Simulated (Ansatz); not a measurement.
# Al6Si (built on the sites of a database entry of SiB6): following an unstable mode, part 3 of 3

Aim: this structure of Al6Si (built on the sites of a database entry of SiB6) is to be tested for unstable modes, and one is followed downhill.

Ansatz 0.2.0; DFT PBEsol, scalar-relativistic, plane waves, PAW.

So far. Step 5 (Energy along the mode, all amplitudes (two of the runs …): The lowest of the steps tried is the last one, at 0.6 Å, 27.0 meV/atom below the parent; the bottom of the well need not coincide with a step. Step 7 (The new phase in its own primitive cell): The largest force component left is 0.72 meV/Å and the pressure is -0.002 GPa, within the tolerances set. The cell now holds 17.39 Å³/atom.

The structure was built from a prototype and need not be the compound's stable phase.

### Step 8. Modes of the new phase

A relaxed structure may still be a saddle point, so its zone-centre modes are computed. No field response is asked, since the mesh shows no gap.

Contents of input.yaml:

```yaml
crystal:
  lattice:
    - [3.2472883259, -4.0480567977, 0.0004442374]
    - [3.2472883259, 4.0480567977, 0.0004442374]
    - [-1.118398411, 0.0, 4.6313112258]
  atoms:
    - { symbol: Si, position: [0.0, 0.0, 0.0] }
    - { symbol: Al, position: [0.3270427599, 0.3270427599, 0.7664552576] }
    - { symbol: Al, position: [0.1361497803, 0.5073214536, 0.2718693401] }
    - { symbol: Al, position: [0.6729572401, 0.6729572401, 0.2335447424] }
    - { symbol: Al, position: [0.8638502197, 0.4926785464, 0.7281306599] }
    - { symbol: Al, position: [0.4926785464, 0.8638502197, 0.7281306599] }
    - { symbol: Al, position: [0.5073214536, 0.1361497803, 0.2718693401] }
kpoints:
  mp_grid: { grid: [6, 6, 6] }
hamiltonian:
  xc: pbesol
scf:
  occupations: { method: methfessel_paxton, width: 0.15 }
output:
  eigenvalues: true
phonons:
  method: dfpt
```

Started as:

```console
> ansatz run input.yaml --threads 8 --pin off --max-ram 14336MiB --backend cpu --events-out ev --progress --plain --runs-dir out
```

Numbers of over 12 decimals in the logs are rounded to 6 here.

The log of the run:

```text
[...]
Crystal: 7 atoms, lattice volume = 121.763 Å³
Basis set: ecut = 420 eV, 2363 PW (Γ), exchange–correlation on 72×72×64 points (8 copies of the dense FFT grid, shifted against one another)
Bands: 18, of which v1, the nominal top of the filled ones, is band 11 counted from 1 (10 counted from 0)
Symmetry: 4 space group operations
k-points: 112 of 216 (irreducible under 1 space group operation, time reversal used)
[...]
SCF iter   1: F=—  HF=-3767.577208 eV  |F-HF|=—  |Δ(HF+E_count)|=         —  Δρ=1.81e-3  dr2=6.50e-3  ethr=1.77e-3  ⟨swp⟩=6.6  Hψ=12453  notcnv=0
[...]
SCF iter   8: F=-3767.576601 eV  HF=-3767.576601 eV  |F-HF|=1.36e-12  |Δ(HF+E_count)|=  1.27e-11  S|Δr|=    0.00e0  Δρ=2.98e-8  dr2=1.43e-12  ethr=1.00e-12  ⟨swp⟩=8.8  Hψ=9810  notcnv=0
SCF 1 converged in 8 iterations: F = -3767.576601 eV  dr2 = 1.43e-12
[...]
SCF converged after 8 iterations
[...]
Free energy (F): -3767.576601 eV
[...]
Internal energy: -3767.578240 eV  (E = F + TS)
E sigma→0 (E₀):  -3767.577011 eV
Entropy (-TS):   0.001639 eV (0.234 meV/atom)
Fermi energy:    7.360561 eV
[...]
--- Band table (eV; the first three rows and the last of 112) ---
  k-point 0: bands = [... 7 lower, 4.5794, 5.0105, 5.7591, 6.2843, 7.0955, 7.5018, 9.0980, 10.1728, ... 3 higher]
  k-point 1: bands = [... 7 lower, 4.6855, 5.0787, 5.0906, 6.0145, 8.0206, 8.3867, 8.4670, 9.1075, ... 3 higher]
  k-point 2: bands = [... 7 lower, 4.1445, 5.0328, 5.9466, 6.1643, 7.2000, 7.8389, 8.2809, 8.7055, ... 3 higher]
  k-point 111: bands = [... 7 lower, 3.3659, 8.0568, 8.4765, 8.6275, 9.6231, 10.4711, 10.5579, 10.7213, ... 3 higher]
[...]
k mesh reduced under 1 symmetry operation, with k and −k counted as one. Each operation leaves every solved perturbation unchanged. A smaller set is not used because it would not reduce the number of displacements times k-points to solve
  ASR residual: 3.313e-5 → 0.000e0 eV/Å²; symmetrization residual: 1.443e-6 eV/Å²
  ASR residual per site (eV/Å²): 1.22e-5 3.31e-5 1.56e-5 3.31e-5 1.56e-5 1.56e-5 1.56e-5
[...]
```

It took 21 s on 8 threads of Arm Neoverse V2, shared host; peak memory 1.2 GiB.

Numbers from this step:

```
sum-rule residual before enforcement                    : 3.31e-5 eV/Å²
point group                                             : 2/m
highest optical mode at the zone centre (no LO-TO term) : 356.6 cm⁻¹
lowest optical zone-centre mode                         : -26.97 cm⁻¹
```

Patterns of degenerate modes are one choice out of their space. Modes at Γ, with each element's share of the kinetic energy (negative means imaginary):

```
mode  frequency (cm⁻¹)  symmetry  Si %  Al %
   1             -27.0        Bu    43    57
   2               0.0  acoustic    15    85
   3               0.0  acoustic    15    85
   4               0.0  acoustic    15    85
   5              84.7        Au    47    53
   6             103.6        Bg     0   100
   7             113.9        Au    21    79
   8             147.9        Ag     0   100
   9             167.3        Bg     0   100
  10             176.8        Bu    39    61
  11             195.7        Ag     0   100
  12             216.0        Ag     0   100
  13             229.6        Bu     5    95
  14             251.6        Bu    43    57
  15             256.7        Au    17    83
  16             279.6        Bg     0   100
  17             310.7        Ag     0   100
  18             312.3        Bg     0   100
  19             337.2        Au     0   100
  20             344.0        Bu    40    60
  21             356.6        Ag     0   100
```

Displacements in mode 1 (-27.0 cm⁻¹), the largest set to 1:
```
Si1 -0.07  0.00  1.00
Al2 -0.43  0.00 -0.25
Al3  0.23  0.39 -0.13
Al4 -0.43  0.00 -0.25
Al5  0.23  0.39 -0.13
Al6  0.23 -0.39 -0.13
Al7  0.23 -0.39 -0.13
```

Displacements in mode 10 (176.8 cm⁻¹), the largest set to 1:
```
Si1  1.00  0.00 -0.82
Al2 -0.33  0.00 -0.57
Al3 -0.10  0.45  0.50
Al4 -0.33  0.00 -0.57
Al5 -0.10  0.45  0.50
Al6 -0.10 -0.45  0.50
Al7 -0.10 -0.45  0.50
```

Before it was imposed, the acoustic sum rule was missed by 3.3e-5 eV/Å². Small misses are needed for a sound result but don't prove that mesh and cutoff are converged. The lowest optical mode is imaginary, 27.0i cm⁻¹, so the energy falls along it.

### Step 9. The phases reached

The phases reached along the modes that were followed are set side by side.

Energies are those of the first relaxation, on the mesh of the frozen mode; space group, volume and gap are those of the last relaxation. Phases, by row:

```
          mode frozen in  space group  energy from parent (meV/atom)  volume (Å³/atom)  gap on mesh (eV)  lowest zone-centre optical mode (cm⁻¹)  largest shift (Å)
                  parent        Pm-3m                              0             33.21                 0                                       –                  –
q = (0, 0, 0), 143i cm⁻¹       P4/mmm                         -311.3             33.27                 0                                  -183.7              2.735
q = (0, 0, 0), 143i cm⁻¹          R3m                         -786.7             22.85                 0                                   -80.5               4.03
q = (0, 0, 0), 143i cm⁻¹         Amm2                         -571.4             23.62                 0                                  -139.9              2.461
 q = (0, 0, 0), 70i cm⁻¹         P4/m                         -562.1             22.26                 0                                  -137.1              1.224
 q = (0, 0, 0), 70i cm⁻¹          R-3                          -1151             15.78                 0                                   152.2              1.168
 q = (0, 0, 0), 70i cm⁻¹         C2/m                          -1027             17.39                 0                                     -27              1.096
```

### Step 10. Outcome

```json
{
  "unstable mode of the parent": "q = (0, 0, 0), 70i cm⁻¹",
  "depth at the lowest point sampled": "27.0 meV/atom",
  "largest atomic shift at that point": "0.6 Å",
  "space group reached (within 0.01 Å)": "C2/m",
  "energy gained over the parent (first relaxation, on the mesh of the frozen mode)": "1027 meV/atom",
  "volume per atom, phase reached": "17.4 Å³",
  "lowest optical zone-centre mode, phase reached": "-27.0 cm⁻¹",
  "highest optical mode at the zone centre (no LO-TO term), phase reached": "357 cm⁻¹"
}
```

Along this mode the structure falls into C2/m, 1027 meV/atom below the parent. At the parent's cell the well is 27.00 meV/atom deep on the steps tried, with its lowest point at a shift of 0.6 Å. That is the last step tried, so the steps alone don't bracket the bottom of the well. Relaxing atoms and cell changes the gain by +999.69 meV/atom against the lowest step (energies at zero smearing). Most of the total comes from this relaxation. The new phase still has an imaginary mode at the zone centre of its cell, so it is a saddle point on the way to a lower structure. Of the 6 patterns followed to their end from this parent, this one ends 125 meV/atom above the lowest, R-3. Each path keeps the symmetry of its pattern, so a lower phase may lie along a pattern not tried. With no gap, or one that is small against the smearing, the frequencies hang on the k mesh and the smearing, most of all near Kohn anomalies. The starting cell was built on a prototype and not taken from a measurement, so the phase need not exist.

[Logs are printed without paths, hosts, clocks, repeated set-up lines and the standing remarks that a program may print on its own settings, such as how far it seeks lower states.]

[Hosts, paths, dates, database ids (printed as entryN), source tags and the programs' standing remarks are cut or masked in the printed files.]
